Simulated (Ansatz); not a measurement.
**Structural relaxation of glassy Ca3Al2Si3O12 (160 atoms)**

Aim: bring glassy Ca3Al2Si3O12 (160 atoms) to a nearby minimum of the energy and see what moves.

Calculated with Ansatz 0.2.0; Kohn-Sham DFT, PBE, PAW (set soft_2), plane waves.

**Experiments to compare with.** X-ray diffraction RDF of grossular glass by Okuno and Marumo (1993), peak assigned to Ca-O (as quoted in “Computer modeling of natural silicate melts: what can we learn from ab   initio simulations”, 2009, arxiv:0907.2530): nearest Ca–O distance 2.4 Å.

## Step 1: Set-up

The cell holds 160 atoms: 16 Al, 24 Ca, 96 O and 24 Si. Cell: a = 12.814 Å, b = 12.814 Å, c = 12.814 Å, α = 90.0°, β = 90.0°, γ = 90.0°. 160 atoms (16 Al, 24 Ca, 96 O, 24 Si) placed at random at 2.84 g/cm³, melted at 4500 K for 20 ps at fixed volume with the Morse and Coulomb pair potential with partial charges (Pedone, Malavasi, Menziani, Cormack and Segre, J. Phys. Chem. B 110, 11780 (2006)). Quenched from 4500 K to 300 K at 20 K/ps and fixed volume, held 5 ps.

Limits known from the start: The quench rate of 20 K/ps is orders of magnitude faster than experiment, which tends to freeze in extra defects. The starting topology of bonds comes from the classical model. The Brillouin zone is sampled at Γ only, in a cell whose shortest periodic width is 13 Å.

## Step 2: Single point at the start

A single point comes first, to see the forces before anything moves.

input.yaml

```yaml
crystal:
  lattice:
    - [12.8139, 0.0, 0.0]
    - [0.0, 12.8139, 0.0]
    - [0.0, 0.0, 12.8139]
  atoms:
    - { symbol: Al, position: [0.41438, 0.00022, 0.19347] }
    - { symbol: Al, position: [0.02224, 0.67724, 0.51031] }
    - { symbol: Al, position: [0.34917, 0.57489, 0.17254] }
    - { symbol: Al, position: [0.71186, 0.46326, 0.35312] }
    [... 150 atom lines left out ...]
    - { symbol: Si, position: [0.81081, 0.97105, 0.05035] }
    - { symbol: Si, position: [0.40081, 0.83092, 0.54055] }
    - { symbol: Si, position: [0.58583, 0.16303, 0.24858] }
    - { symbol: Si, position: [0.59463, 0.27585, 0.02899] }
    - { symbol: Si, position: [0.88485, 0.33008, 0.82467] }
    - { symbol: Si, position: [0.88297, 0.08394, 0.84518] }
kpoints:
  mp_grid: { grid: [1, 1, 1] }
hamiltonian:
  xc: pbe
scf:
  occupations: { method: fermi_dirac, width: 0.025 }
output:
  forces: true
  stress: true
  populations: true
  dos:
    method: { smearing: { sigma: 0.08 } }
    de: 0.1
    projected: { site_lists: { Al: [Al], Ca: [Ca], O: [O], Si: [Si] } }
  eigenvalues: true
```

The run is started by

```console
$ ansatz run input.yaml --threads 4 --pin off --max-ram 8192MiB --backend cpu --events-out ev --progress --plain --runs-dir out
```

Wall time 54 s (4 threads of Intel Xeon Platinum 8488C (Sapphire Rapids), shared host); peak memory 3.6 GiB.

The run gave:

| Item | Value |
| --- | --- |
| free energy | -122147.8959 eV |
| free energy per atom | -763.4243 eV/atom |
| SCF cycles | 10 |
| pressure | 4.828 GPa |
| r.m.s. force component | 1.302 eV/Å |
| longest force | 5.852 eV/Å |
| Fermi energy | 6.981 eV |
| gap (highest filled to lowest empty level) | 3.059 eV |
| spilling of the projection | 0.01344 |

The r.m.s. force component of 1.3 eV/Å and the pressure of 4.8 GPa set the starting point.

Neighbours are counted within 3.08 Å (O-Ca), 2.12 Å (O-Si), 2.23 Å (O-Al).

Length of the force by element and coordination:

```tsv
element	coordination	atoms	mean length of the force (eV/Å)	spread	least	most
Al	all	16	1.94	0.830	0.342	3.36
Al	4	14	1.94	0.865	0.342	3.36
Al	5	2	1.91	0.527	1.38	2.43
Ca	all	24	0.868	0.426	0.293	2.26
Ca	5	5	1.16	0.250	0.849	1.58
Ca	6	9	0.597	0.217	0.347	1.10
Ca	7	6	0.935	0.187	0.674	1.22
Ca	8	4	1.02	0.745	0.293	2.26
O	all	96	2.01	1.13	0.282	5.85
O	2	11	1.62	0.745	0.713	2.80
O	3	50	2.29	1.19	0.448	5.85
O	4	32	1.79	1.04	0.282	4.66
O	5	3	1.04	0.478	0.398	1.55
Si	all	24	2.84	0.850	1.44	4.82
```

## Step 3: Cell and atoms relaxed

Cell and atoms are freed together, to release stress as well as forces.

input.yaml, the sections that differ from step 2:

```yaml
output:
  forces: true
relax:
  f_tol: 0.05
  max_steps: 200
  cell: {}
# crystal, kpoints, hamiltonian, scf: as in step 2
```

Run time: 7.6 min. Hardware: 4 threads; peak memory 3.5 GiB.

Relaxation path:

```tsv
step	energy less that of the first step (eV)	largest force component (eV/Å)	pressure (GPa)	volume (Å³)
1	0.0000	5.3890	4.83	2103.99
2	-8.2514	2.6144	3.27	2086.83
3	-11.8696	0.9295	0.33	2105.85
4	-13.0521	0.4504	0.20	2109.14
5	-13.3962	0.2526	-0.08	2122.12
6	-13.4408	0.2450	0.16	2115.21
7	-13.5042	0.0967	-0.04	2121.30
8	-13.4134	0.3361	0.09	2116.18
9	-13.5141	0.1428	0.00	2120.60
10	-13.5265	0.0411	0.02	2119.92
11	-13.5984	0.0412	0.08	2119.92
12	-13.5204	0.1448	0.00	2123.31
13	-13.5939	0.0286	-0.01	2122.61
14	-13.6047	0.0287	0.00	2122.61
```

Relaxation steps 8, 12 were tried and not accepted.

```tsv
cell as run	before	after	change
a (Å)	12.814	12.933	+0.9 %
b (Å)	12.814	12.861	+0.4 %
c (Å)	12.814	12.764	-0.4 %
α (°)	90.00	90.67	+0.7 %
β (°)	90.00	90.14	+0.2 %
γ (°)	90.00	88.92	-1.2 %
volume (Å³/atom)	13.15	13.27	+0.9 %
```

The atoms that moved most (Å, as changes of fractional coordinates times the final cell):

```tsv
atom	dx	dy	dz	length
O71	0.332	-0.327	-0.124	0.482
Ca30	-0.073	-0.472	0.015	0.477
Ca28	0.307	-0.185	0.314	0.477
O50	-0.220	-0.332	-0.245	0.468
O111	0.046	0.439	0.077	0.448
O77	-0.379	-0.099	-0.192	0.436
O87	-0.165	0.201	-0.314	0.408
O68	0.260	-0.055	-0.308	0.407
```

The relaxation changed the energy by -85.0 meV/atom, and atoms moved by 0.23 Å r.m.s., 0.48 Å at most.

## Step 4: Local order after relaxation

Bonds before and after, by the cutoffs listed below:

```tsv
pair	bonds before	bonds after	mean before (Å)	mean after (Å)	spread before (Å)	spread after (Å)
O-Ca	150	144	2.512	2.456	0.184	0.187
O-Si	96	96	1.618	1.646	0.057	0.031
O-Al	67	67	1.790	1.810	0.104	0.069
```

Density 2.82 g/cm³, 13.27 Å³ an atom.

g(r), total and by pair (bins of 0.2 Å):

```tsv
r (Å)	total	O-O	O-Ca	O-Si	O-Al	Ca-Ca	Ca-Si
1.50	0.11	0.00	0.00	0.59	0.00	0.00	0.00
1.70	3.14	0.00	0.00	12.48	7.55	0.00	0.00
1.90	0.40	0.00	0.00	0.00	3.37	0.00	0.00
2.10	0.12	0.00	0.39	0.00	0.40	0.00	0.00
2.30	0.68	0.00	3.79	0.00	0.00	0.00	0.00
2.50	0.84	0.60	3.47	0.00	0.00	0.00	0.00
2.70	1.50	3.73	0.81	0.00	0.00	0.00	0.00
2.90	0.87	1.63	0.43	0.00	0.40	0.00	1.01
3.10	1.10	1.38	0.38	0.19	0.47	0.89	2.13
3.30	1.03	0.94	0.73	0.64	0.81	1.64	2.73
3.50	1.07	1.09	0.57	1.17	1.17	1.67	2.99
3.70	0.95	0.74	0.80	1.40	1.00	1.05	1.83
3.90	0.97	0.63	0.86	1.40	1.35	1.54	1.27
4.10	1.00	0.47	1.04	1.75	1.24	2.29	0.80
4.30	1.12	0.73	1.11	1.81	1.79	0.47	0.48
4.50	0.97	0.73	1.34	1.10	1.31	1.30	0.65
4.70	1.06	1.10	1.32	0.96	1.07	0.53	0.79
4.90	1.04	1.29	1.29	0.58	0.75	1.09	0.81
5.10	1.03	1.36	1.15	0.60	0.68	0.45	0.68
5.30	1.00	1.30	0.91	0.72	0.78	0.21	0.78
5.50	0.92	1.06	0.86	0.73	0.81	0.69	0.97
5.70	0.94	1.03	0.79	1.02	0.95	0.72	0.86
5.90	0.95	0.93	0.81	1.03	0.98	0.76	1.34
6.10	0.98	0.91	0.84	1.02	1.03	1.27	1.45
6.30	0.97	0.90	0.93	1.05	0.90	1.32	1.26
```

Bonds by pair of elements; cutoffs follow the first minimum of g(r), held within bounds set by covalent radii, and pairs that aren't listed don't count as bonded:

```tsv
pair A-B	cutoff (Å)	bonds	mean length (Å)	spread (Å)	shortest (Å)	B about A	A about B
O-Ca	3.02	144	2.46	0.187	2.17	1.5	6
O-Si	2.12	96	1.65	0.031	1.59	1	4
O-Al	2.43	67	1.81	0.069	1.73	0.698	4.19
```

How many atoms have how many bonded neighbours:

```tsv
element	mean	2	3	4	5	6	7	8
Al	4.19	0	0	13	3	0	0	0
Ca	6	0	0	0	10	7	4	3
O	3.20	12	54	29	1	0	0	0
Si	4	0	0	24	0	0	0	0
```

Bond angles (no mean is given where the spread exceeds 20°):

```tsv
angle	count	mean (°)	spread (°)
O-Ca-O	373	-	-
O-Si-O	144	109	5.9
Ca-O-Si	122	113	19.6
O-Al-O	108	109	15.9
Al-O-Ca	85	108	19.6
```

Oxygen atoms by the number of network formers (Si, P, Ge, B, Al, As, Ga) bound to them:

```tsv
network formers bound to O	O atoms	per cent
0	0	0
1	33	34.4
2	59	61.5
3	4	4.2
```

Network units: each former by its oxygen neighbours and how many of them bridge to another former:

```tsv
former	O neighbours	bridging O	atoms
Si	4	1	1
Si	4	2	5
Si	4	3	13
Si	4	4	5
Al	4	3	6
Al	4	4	7
Al	5	4	1
Al	5	5	2
```

Bond length by coordination (bonds to H left out):

```tsv
element	coordination	atoms	mean bond length (Å)
Al	4	13	1.79
Al	5	3	1.89
Ca	5	10	2.37
Ca	6	7	2.47
Ca	7	4	2.50
Ca	8	3	2.55
O	2	12	1.66
O	3	54	2.01
O	4	29	2.21
O	5	1	2.34
```

Rings of the network by King's shortest-path rule, up to 12 atoms, one path for each pair of neighbours; H, halogens, alkali and alkaline-earth atoms are left out, and the last column divides by all other atoms, bonded or not:

```tsv
ring size (atoms)	rings	per network atom
4	2	0.015
6	3	0.022
8	10	0.074
10	5	0.037
12	11	0.081
```

First main peaks of g(r), for some of the pairs, lie near 2.7 Å (O-O), 2.4 Å (O-Ca), 1.6 Å (O-Si) and 1.8 Å (O-Al). With the cutoffs above, 81 % of Al atoms have 4, 42 % of Ca atoms have 5, 56 % of O atoms have 3 and all Si atoms have 4 bonded neighbours. 62 % of the oxygens bridge two formers (Si and Al) and 34 % are non-bridging; 4 % join three. The commonest Si unit has 4 oxygens, 3 of them shared with other formers (13 of 24 atoms). Rings of 12 atoms are the most common (35 % of those counted); sizes run from 4 to 12, where the search stops.

## Step 5: Single point at the relaxed geometry

The electronic structure is read at the final geometry, in a run of its own.

input.yaml

```yaml
crystal:
  lattice:
    - [12.93268, 0.12099, -0.0154]
    - [0.12099, 12.86023, -0.07487]
    - [-0.0154, -0.07487, 12.76396]
  atoms:
    - { symbol: Al, position: [0.41468, 0.00515, 0.19792] }
    - { symbol: Al, position: [0.0366, 0.67448, 0.50937] }
    - { symbol: Al, position: [0.34721, 0.5748, 0.15518] }
    - { symbol: Al, position: [0.70849, 0.47269, 0.3481] }
    [... 150 atom lines left out ...]
    - { symbol: Si, position: [0.80452, 0.97269, 0.04592] }
    - { symbol: Si, position: [0.39668, 0.84684, 0.54407] }
    - { symbol: Si, position: [0.57643, 0.16571, 0.24712] }
    - { symbol: Si, position: [0.58448, 0.2736, 0.02847] }
    - { symbol: Si, position: [0.88261, 0.32371, 0.82222] }
    - { symbol: Si, position: [0.88079, 0.07682, 0.8468] }
kpoints:
  mp_grid: { grid: [1, 1, 1] }
hamiltonian:
  xc: pbe
scf:
  occupations: { method: fermi_dirac, width: 0.025 }
output:
  forces: true
  stress: true
  populations: intrinsic
  dos:
    method: { smearing: { sigma: 0.15 } }
    de: 0.1
    projected: { site_lists: { Al: [Al], Ca: [Ca], O: [O], Si: [Si] } }
  eigenvalues: true
  write_density: true
  write_potential: true
  volumetric_format: npy
  elf: true
```

The job ended after 55 s (4 threads; peak memory 3.6 GiB; 3.3 min of CPU time).

Read from the output:

```
free energy                                      : -122161.5006 eV
free energy per atom                             : -763.5094 eV/atom
SCF cycles                                       : 9
pressure                                         : -0.00328 GPa
r.m.s. force component                           : 0.00724 eV/Å
longest force                                    : 0.0349 eV/Å
Fermi energy                                     : 6.883 eV
gap (highest filled to lowest empty level) : 3.717 eV
```

Intrinsic-atomic-orbital charges by element and coordination:

```tsv
element	coordination	atoms	mean charge (e)	spread	least	most
Al	all	16	1.22	0.0437	1.14	1.32
Al	4	13	1.23	0.0448	1.14	1.32
Al	5	3	1.21	0.0333	1.16	1.24
Ca	all	24	1.77	0.0197	1.73	1.82
Ca	5	10	1.77	0.0221	1.73	1.82
Ca	6	7	1.78	0.0172	1.76	1.81
Ca	7	4	1.77	0.006	1.76	1.77
Ca	8	3	1.76	0.0111	1.75	1.78
O	all	96	-1.05	0.125	-1.34	-0.869
O	2	12	-0.895	0.019	-0.940	-0.869
O	3	54	-1.04	0.0961	-1.24	-0.873
O	4	29	-1.14	0.129	-1.34	-0.963
O	5	1	-1.04	0	-1.04	-1.04
Si	all	24	1.62	0.0474	1.54	1.70
```

Density of states as counts of states in windows of 1 eV (from the Fermi level), total and the larger projections:

```tsv
from (eV)	to (eV)	total	O p	Si p
-10	-9	15.5	10.6	1.1
-9	-8	23.8	17.1	1.9
-8	-7	41.9	31.6	4.4
-7	-6	64.5	50.4	5.8
-6	-5	89.0	75.1	4.2
-5	-4	114.2	103.6	2.2
-4	-3	126.9	119.2	1.4
-3	-2	83.2	79.2	0.6
-2	-1	4.2	4.0	0.0
-1	1	0.0	0.0	0.0
1	2	1.9	0.0	0.0
2	3	2.7	0.2	0.1
3	4	46.2	2.9	2.6
4	5	100.0	5.2	6.5
```

Between -26 and -10 eV lie 349 more states.

The stored curve holds about 912 of the 960 electrons; the rest, give or take the few that broadening carries across the Fermi level, lie in deeper levels below its range.

The levels nearest the highest filled one (over half full), pooled over k-points and spins:

```tsv
level less the highest filled one (eV)	occupation
-0.347	2
-0.298	2
-0.277	2
-0.164	2
-0.0379	2
0	2
3.72	0
4.66	0
4.96	0
5.09	0
5.10	0
5.14	0
```

Mean intrinsic-atomic-orbital charges: Al +1.22, Ca +1.77, O -1.05, Si +1.62 e.

## Step 6: Results

* energy change in the relaxation: -85.03 meV/atom
* r.m.s. displacement: 0.225 Å
* largest displacement: 0.482 Å
* free energy per atom: -763.5094 eV/atom
* pressure: -0.00328 GPa
* r.m.s. force component: 0.00724 eV/Å
* gap (highest filled to lowest empty level): 3.717 eV
* wall time of the 3 DFT runs: 9.4 min

In words: Relaxation lowers the energy by 85.0 meV/atom and moves atoms by 0.23 Å r.m.s.; the r.m.s. force component goes from 1.3 to 0.0072 eV/Å, the pressure goes from 4.8 to -0.0033 GPa, and the gap from 3.06 to 3.72 eV. Displacements are taken in the final cell, so they leave out its strain. By the final cutoffs 9 of 313 bonded pairs parted and 3 joined. The cell grew by 0.9 % in volume. First to last step the energy falls by 13.605 eV; the largest move, 0.48 Å, is that of O71, with 2 other atoms within 2 % of it. The O-Ca bonds change most in mean length: from 2.512 Å (spread 0.184) to 2.456 Å (spread 0.187), and their number from 150 to 144. With the cutoffs above, 81 % of Al atoms have 4, 42 % of Ca atoms have 5, 56 % of O atoms have 3 and all Si atoms have 4 bonded neighbours. 62 % of the oxygens bridge two formers (Si and Al) and 34 % are non-bridging; 4 % join three. The highest filled and lowest empty levels differ by 3.72 eV (at Γ alone); a semilocal functional tends to put such gaps too low. In a disordered cell it changes from sample to sample, and tail or defect levels can set it.

What to keep in mind: The starting topology of bonds comes from the classical model; in DFT 9 of its 313 bonded pairs passed out of the cutoffs and 3 came within them.

Against the measurements quoted at the start:

```tsv
quantity	measured	this cell	difference	method of the measurement
nearest Ca–O distance	2.4 Å	2.38 Å	-0.8 %	X-ray diffraction
```

The cell differs from the measured distances by up to 0.8 %. Distances of this cell are positions of the first main peak of g(r), or bond means where the peak is narrow; means over all bonds within a cutoff lie farther out for broad shells. The network comes from the model that made the cell; in DFT 9 of its 313 bonded pairs passed out of the cutoffs and 3 came within them.

[Logs are printed without paths, hosts, clocks, repeated set-up lines and the standing remarks that a program may print on its own settings, such as how far it seeks lower states.]

[Hosts, paths, dates, database ids (printed as entryN), source tags and the programs' standing remarks are cut or masked in the printed files.]
